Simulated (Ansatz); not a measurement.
# What LiPtF3 (built on the sites of a database entry of KPdF3) distorts into

Aim: this structure of LiPtF3 (built on the sites of a database entry of KPdF3) is to be tested for unstable modes, and one is followed downhill.

Program: Ansatz 0.2.0. Level of theory: DFT LDA, scalar-relativistic, plane waves, PAW. Results are calculated unless marked as measured.

Report form: the programs' logs are mostly left out.

The structure was built from a prototype and need not be the compound's stable phase.

## (1) The starting structure

The structure is cubic, space group Pm-3m (No. 221). Conventional cell: a = 4.209 Å, b = 4.209 Å, c = 4.209 Å, α = 90.00°, β = 90.00°, γ = 90.00°. Li has 12 F at 2.98 Å nearest. Pt has 6 F at 2.10 Å nearest. F has 2 Pt at 2.10 Å nearest. Farther neighbours and most contacts between anions are not listed.

## (2) Response at finite wavevector

The cell comes from relaxations at this level that are not shown. Stability and thermal properties need the whole zone. Linear response on a 4×4×4 q mesh gives force constants as far as a supercell of that size would.

Contents of input.yaml:

```yaml
crystal:
  lattice:
    - [4.2088759491, 0.0, 0.0]
    - [0.0, 4.2088759491, 0.0]
    - [0.0, 0.0, 4.2088759491]
  atoms:
    - { symbol: Li, position: [0.5, 0.5, 0.5] }
    - { symbol: Pt, position: [0.0, 0.0, 0.0] }
    - { symbol: F, position: [0.0, 0.5, 0.0] }
    - { symbol: F, position: [0.0, 0.0, 0.5] }
    - { symbol: F, position: [0.5, 0.0, 0.0] }
kpoints:
  mp_grid: { grid: [8, 8, 8] }
hamiltonian:
  xc: lda
scf:
  occupations: { method: methfessel_paxton, width: 0.2 }
output:
  eigenvalues: true
phonons:
  method: dfpt
  qmesh: [4, 4, 4]
  temperatures: { t_max: 1000, t_step: 50 }
  qpath:
    path:
      - [[0.0, 0.0, 0.0], [0.0, 0.5, 0.0], [0.5, 0.5, 0.0], [0.0, 0.0, 0.0], [0.5, 0.5, 0.5], [0.0, 0.5, 0.0]]
      - [[0.5, 0.5, 0.5], [0.5, 0.5, 0.0]]
    npoints: 10
```

On the command line:

```
ansatz run input.yaml --threads 8 --pin off --max-ram 14336MiB --backend cpu --events-out ev --progress --plain --runs-dir out
```

Run time: 11 min. Hardware: 8 threads of Arm Neoverse N1, shared host; peak memory 2.3 GiB; 86 min of CPU time.

This step gave:

```
volume per atom                                         : 14.91 Å³
gap on the k-mesh                                       : 0 eV
sum-rule residual before enforcement                    : 1.81e-5 eV/Å²
lowest frequency on the path                            : -225.4 cm⁻¹
point group                                             : m-3m
highest frequency on the path or at a solved wavevector : 509.9 cm⁻¹
highest optical mode at the zone centre (no LO-TO term) : 509.9 cm⁻¹
lowest optical zone-centre mode                         : -219.8 cm⁻¹
lowest mode on the q mesh (acoustic modes at Γ apart)   : -225.4 cm⁻¹
```

Frequencies (cm⁻¹) solved at each irreducible wavevector; negative means imaginary. Frequencies by wavevector, by row:

| q in reciprocal lattice units | star | mode 1 | mode 2 | mode 3 | mode 4 | mode 13 | mode 14 | mode 15 |
| --- | --- | --- | --- | --- | --- | --- | --- | --- |
| 0 0 0 | 1 | -219.8 | -219.8 | -219.8 | 0 | 509.9 | 509.9 | 509.9 |
| 0 0 0.25 | 6 | -215.8 | -215.8 | -161.2 | -33 | 395.3 | 509.7 | 509.7 |
| 0 0 -0.5 | 3 | -213.1 | -213.1 | -77.4 | -77.4 | 232.4 | 509.3 | 509.3 |
| 0 0.25 0.25 | 12 | -210.7 | -204.3 | -159.5 | -61.1 | 350.6 | 424.3 | 509.5 |
| 0 0.25 -0.5 | 12 | -206 | -199.7 | -153.9 | -103.6 | 211.4 | 401.1 | 509.1 |
| 0 -0.5 -0.5 | 3 | -196.7 | -186.7 | -186.7 | -134.2 | 212.4 | 282.6 | 508.8 |
| 0.25 0.25 0.25 | 8 | -210.8 | -210.8 | -160 | -72.8 | 350.5 | 350.5 | 447.1 |
| 0.25 0.25 -0.5 | 12 | -217.8 | -194.7 | -187.2 | -117.2 | 202.8 | 343.8 | 437.4 |
| 0.25 -0.5 -0.5 | 6 | -214.3 | -208.8 | -208.8 | -134.4 | 199.6 | 234.8 | 418 |
| -0.5 -0.5 -0.5 | 1 | -225.4 | -225.4 | -225.4 | -134.7 | 179.4 | 179.4 | 365.7 |

Interpolated from a 4×4×4 q mesh. The phonon branches at the labelled points (cm⁻¹):

| point | branch 1 | branch 2 | branch 3 | branch 4 | branch 12 | branch 13 | branch 14 | branch 15 |
| --- | --- | --- | --- | --- | --- | --- | --- | --- |
| Γ | -220 | -220 | -220 | 0 | 139 | 510 | 510 | 510 |
| halfway | -216 | -216 | -161 | -33 | 158 | 395 | 510 | 510 |
| X | -213 | -213 | -77 | -77 | 202 | 232 | 509 | 509 |
| halfway | -206 | -200 | -154 | -104 | 206 | 211 | 401 | 509 |
| M | -197 | -187 | -187 | -134 | 212 | 212 | 283 | 509 |
| halfway | -211 | -204 | -160 | -61 | 164 | 351 | 424 | 510 |
| Γ | -220 | -220 | -220 | 0 | 139 | 510 | 510 | 510 |
| halfway | -211 | -211 | -160 | -73 | 166 | 350 | 350 | 447 |
| R | -225 | -225 | -225 | -135 | 179 | 179 | 179 | 366 |
| halfway | -218 | -195 | -187 | -117 | 201 | 203 | 344 | 438 |
| X | -213 | -213 | -77 | -77 | 202 | 232 | 509 | 509 |
| jump to R | -225 | -225 | -225 | -135 | 179 | 179 | 179 | 366 |
| halfway | -214 | -209 | -209 | -134 | 200 | 200 | 235 | 418 |
| M | -197 | -187 | -187 | -134 | 212 | 212 | 283 | 509 |

Symmetry leaves 10 wavevectors to solve. The lowest mode among them, the acoustic zeros apart, lies at q = (-0.5, -0.5, -0.5) and is imaginary, 225.4i cm⁻¹, so the energy falls along it.

## (3) The mode frozen in, largest atomic shift 0 Å

The mode followed lies at q = (-0.5, -0.5, -0.5) with frequency 225.4i cm⁻¹ and is 3-fold degenerate, the softest among the wavevectors solved. At small amplitude the distorted cell has space group no. 74 by a symmetry search on the positions. The undistorted cell that holds it gives the zero of energy on the same k mesh.

System of this step: LiPtF3 (built on the sites of a database entry of KPdF3). Symmetry: Pm-3m, No. 221, cubic system. Conventional cell: a = 4.209 Å, b = 4.209 Å, c = 4.209 Å, α = 90.00°, β = 90.00°, γ = 90.00°. Nearest to Li lie 12 F at 2.98 Å. Nearest to Pt lie 6 F at 2.10 Å. F has 2 Pt at 2.10 Å nearest. Farther neighbours and most contacts between anions are not listed.

Contents of input.yaml:

```yaml
crystal:
  lattice:
    - [4.2088759491, 4.2088759491, 0.0]
    - [4.2088759491, 0.0, 4.2088759491]
    - [4.2088759491, 0.0, -4.2088759491]
  atoms:
    - { symbol: Li, position: [0.5, 0.25, 0.75] }
    - { symbol: Li, position: [0.5, 0.75, 0.25] }
    - { symbol: Pt, position: [0.0, 0.0, 0.0] }
    - { symbol: Pt, position: [0.0, 0.5, 0.5] }
    - { symbol: F, position: [0.5, 0.75, 0.75] }
    - { symbol: F, position: [0.5, 0.25, 0.25] }
    - { symbol: F, position: [0.0, 0.25, 0.75] }
    - { symbol: F, position: [0.0, 0.75, 0.25] }
    - { symbol: F, position: [0.0, 0.25, 0.25] }
    - { symbol: F, position: [0.0, 0.75, 0.75] }
kpoints:
  mp_grid: { grid: [8, 8, 8] }
hamiltonian:
  xc: lda
scf:
  occupations: { method: methfessel_paxton, width: 0.2 }
output:
  forces: true
  stress: true
  eigenvalues: true
```

Run time: 2.8 s. Hardware: 8 threads; peak memory 0.68 GiB; 20 s of CPU time.

This step gave:

```
pressure                         : 0.01953 GPa
energy from the undistorted cell : 0 meV/atom
```

The run ends at a pressure of 0.02 GPa.

## (4) The mode frozen in, largest atomic shift 0.6 Å

The atoms are moved along the unstable eigenvector, the largest shift by 0.6 Å, with the cell fixed.

Contents of input.yaml:

```yaml
crystal:
  lattice:
    - [4.2088759491, 4.2088759491, 0.0]
    - [4.2088759491, 0.0, 4.2088759491]
    - [4.2088759491, 0.0, -4.2088759491]
  atoms:
    - { symbol: Li, position: [0.600802227, 0.149197773, 0.649197773] }
    - { symbol: Li, position: [0.399197773, 0.850802227, 0.350802227] }
    - { symbol: Pt, position: [0.0, 0.0, 0.0] }
    - { symbol: Pt, position: [0.0, 0.5, 0.5] }
    - { symbol: F, position: [0.5, 0.7653793924, 0.7346206076] }
    - { symbol: F, position: [0.5, 0.2346206076, 0.2653793924] }
    - { symbol: F, position: [0.0307587847, 0.2192412153, 0.7192412153] }
    - { symbol: F, position: [-0.0307587847, 0.7807587847, 0.2807587847] }
    - { symbol: F, position: [0.0, 0.2346206076, 0.2653793924] }
    - { symbol: F, position: [0.0, 0.7653793924, 0.7346206076] }
kpoints:
  mp_grid: { grid: [8, 8, 8] }
hamiltonian:
  xc: lda
scf:
  occupations: { method: methfessel_paxton, width: 0.2 }
output:
  forces: true
  stress: true
  eigenvalues: true
```

It took 8.3 s on 8 threads; peak memory 0.92 GiB; 63 s of CPU time.

This step gave:

| Item | Value |
| --- | --- |
| pressure | -0.07170 GPa |
| energy from the undistorted cell | -65.39 meV/atom |

The energy, extrapolated to zero smearing, is -65.39 meV/atom against the undistorted cell.

The run ends at a pressure of -0.07 GPa, with forces up to 0.64 eV/Å.

## (5) Energy along the mode, all amplitudes (two of the runs are shown above)

An imaginary frequency means negative curvature, so the energy should fall and then rise again as anharmonic terms take over.

This step gave:

```yaml
depth_at_the_lowest_point_sampled: 65.39 meV/atom
largest_atomic_shift_at_that_point: 0.6 Å
```

Energy from the parent against largest atomic shift:

| largest atomic shift (Å) | energy from the parent (meV/atom) |
| --- | --- |
| 0.000 | 0 |
| 0.040 | -0.314 |
| 0.080 | -1.26 |
| 0.140 | -3.84 |
| 0.220 | -9.44 |
| 0.320 | -19.8 |
| 0.450 | -38.4 |
| 0.600 | -65.4 |

Displacement at unit largest shift by atom:

| atom | x (Å) | y (Å) | z (Å) | size |
| --- | --- | --- | --- | --- |
| Li1 | -0.707 | 0.707 | 0.000 | 1.000 |
| Li2 | 0.707 | -0.707 | 0.000 | 1.000 |
| Pt3 | 0.000 | 0.000 | 0.000 | 0.000 |
| Pt4 | 0.000 | 0.000 | 0.000 | 0.000 |
| F5 | 0.000 | 0.000 | 0.216 | 0.216 |
| F6 | 0.000 | 0.000 | -0.216 | 0.216 |
| F7 | -0.216 | 0.216 | 0.000 | 0.305 |
| F8 | 0.216 | -0.216 | 0.000 | 0.305 |
| F9 | 0.000 | 0.000 | -0.216 | 0.216 |
| F10 | 0.000 | 0.000 | 0.216 | 0.216 |

The lowest of the steps tried is the last one, at 0.6 Å, 65.4 meV/atom below the parent; the bottom of the well need not coincide with a step.

## (6) Relaxation from the frozen mode

Starting from the lowest point found, all atoms and the cell are let go, so that strain and other modes of the same symmetry can join in.

input.yaml: that of step 4 with these lines changed.

```diff
@@ -26 +26,6 @@
   eigenvalues: true
+relax:
+  adjacent_minimum: "off"
+  f_tol: 0.002
+  max_steps: 120
+  cell: { stress_tol: 0.03 }
```

The job ended after 3.9 min (8 threads; peak memory 0.99 GiB).

Relaxation path (22 of 25):

| step | energy less that of the first step (eV) | largest force component (eV/Å) | pressure (GPa) | volume (Å³) |
| --- | --- | --- | --- | --- |
| 1 | 0.0000 | 0.4494 | -0.07 | 149.12 |
| 2 | -0.3831 | 0.4390 | -1.08 | 150.39 |
| 3 | -0.6934 | 0.4374 | -1.27 | 149.74 |
| 4 | -1.1333 | 0.2323 | -1.63 | 148.12 |
| 6 | -1.3999 | 0.2008 | 1.55 | 139.43 |
| 7 | -1.4337 | 0.1045 | 0.32 | 141.44 |
| 8 | -1.4524 | 0.0178 | -0.19 | 141.07 |
| 9 | -1.4581 | 0.0251 | 0.39 | 140.31 |
| 10 | -1.4586 | 0.0074 | 0.10 | 140.55 |
| 11 | -1.4583 | 0.0019 | 0.00 | 140.65 |
| 12* | -1.4586 | 0.0018 | -0.07 | 140.65 |
| 14 | -1.4681 | 0.0061 | 0.01 | 140.44 |
| 15 | -1.4683 | 0.0041 | 0.00 | 140.40 |
| 16 | -1.4684 | 0.0003 | 0.00 | 140.39 |
| 17* | -1.4695 | 0.0003 | 0.01 | 140.39 |
| 18 | -1.4701 | 0.0019 | -0.05 | 140.45 |
| 19 | -1.4716 | 0.0140 | 0.29 | 140.05 |
| 20 | -1.4706 | 0.0016 | 0.00 | 140.35 |
| 22 | -1.4708 | 0.0005 | 0.01 | 140.32 |
| 23* | -1.4707 | 0.0005 | 0.01 | 140.32 |
| 24 | -1.4710 | 0.0010 | 0.01 | 140.28 |
| 25* | -1.4708 | 0.0010 | 0.01 | 140.28 |

Relaxation steps marked * repeat the geometry before them on a plane-wave basis chosen anew for their cell, so energy and pressure can jump there. Other such steps can lie between the rows shown. Relaxation step 19 was tried and not accepted.

The run keeps the 8 symmetry operations that it works with, so distortions that break them were not tested.

| conventional cell, symmetrised | before | after | change |
| --- | --- | --- | --- |
| a (Å) | 5.952 | 5.298 | -11.0 % |
| b (Å) | 8.418 | 8.261 | -1.9 % |
| c (Å) | 5.952 | 6.410 | +7.7 % |
| volume (Å³/atom) | 14.91 | 14.03 | -5.9 % |

The atoms that moved most (Å, as changes of fractional coordinates times the final cell):

| atom | dx | dy | dz | length |
| --- | --- | --- | --- | --- |
| Li2 | 0.470 | -0.470 | 0.000 | 0.665 |
| Li1 | -0.470 | 0.470 | 0.000 | 0.665 |
| F6 | 0.000 | 0.000 | -0.540 | 0.540 |
| F5 | 0.000 | 0.000 | 0.540 | 0.540 |
| F10 | 0.000 | 0.000 | 0.540 | 0.540 |
| F9 | 0.000 | 0.000 | -0.540 | 0.540 |
| F8 | -0.314 | 0.314 | 0.000 | 0.443 |
| F7 | 0.314 | -0.314 | 0.000 | 0.443 |

Final coordinates:

```cif
data_structure
_symmetry_space_group_name_H-M 'P 1'
_symmetry_Int_Tables_number 1
_cell_length_a 5.2984
_cell_length_b 5.8609
_cell_length_c 5.8609
_cell_angle_alpha 89.613
_cell_angle_beta 63.127
_cell_angle_gamma 63.127
_cell_volume 140.28
loop_
_atom_site_label
_atom_site_type_symbol
_atom_site_fract_x
_atom_site_fract_y
_atom_site_fract_z
_atom_site_occupancy
Li1 Li 0.70450 0.04550 0.54550 1
Li2 Li 0.29550 0.95450 0.45450 1
Pt3 Pt 0.00000 0.00000 0.00000 1
Pt4 Pt 0.00000 0.50000 0.50000 1
F5 F 0.50000 0.83070 0.66930 1
F6 F 0.50000 0.16930 0.33070 1
F7 F 0.96159 0.28841 0.78841 1
F8 F 0.03841 0.71159 0.21159 1
F9 F 0.00000 0.16930 0.33070 1
F10 F 0.00000 0.83070 0.66930 1
```

This step gave:

```
pressure        : 0.005528 GPa
volume per atom : 14.03 Å³
```

The distorted start has space group Imma; the relaxation ends in Imma.

## (7) Results

```yaml
unstable_mode_of_the_parent: q = (-0.5, -0.5, -0.5), 225i cm⁻¹
depth_at_the_lowest_point_sampled: 65.4 meV/atom
largest_atomic_shift_at_that_point: 0.6 Å
space_group_reached_within_0p01_a: Imma
energy_gained_over_the_parent_first_relaxation_on_the_mesh_of_the_frozen_mode: 213 meV/atom
volume_per_atom_phase_reached: 14.0 Å³
```

**Reading.** Along this mode the structure falls into Imma, 213 meV/atom below the parent. At the parent's cell the well is 65.39 meV/atom deep on the steps tried, with its lowest point at a shift of 0.6 Å. That is the last step tried, so the steps alone don't bracket the bottom of the well. Relaxing atoms and cell changes the gain by +147.15 meV/atom against the lowest step (energies at zero smearing). Most of the total comes from this relaxation. The modes of the phase reached were not computed on this path. Of the 6 patterns followed to their end from this parent, this one reaches the lowest energy. Each path keeps the symmetry of its pattern, so a lower phase may lie along a pattern not tried. With no gap, or one that is small against the smearing, the frequencies hang on the k mesh and the smearing, most of all near Kohn anomalies. Spin-orbit coupling is left out, which can matter for the heavy elements here. The starting cell was built on a prototype and not taken from a measurement, so the phase need not exist.

[Logs are printed without paths, hosts, clocks, repeated set-up lines and the standing remarks that a program may print on its own settings, such as how far it seeks lower states.]

[Hosts, paths, dates, database ids (printed as entryN), source tags and the programs' standing remarks are cut or masked in the printed files.]
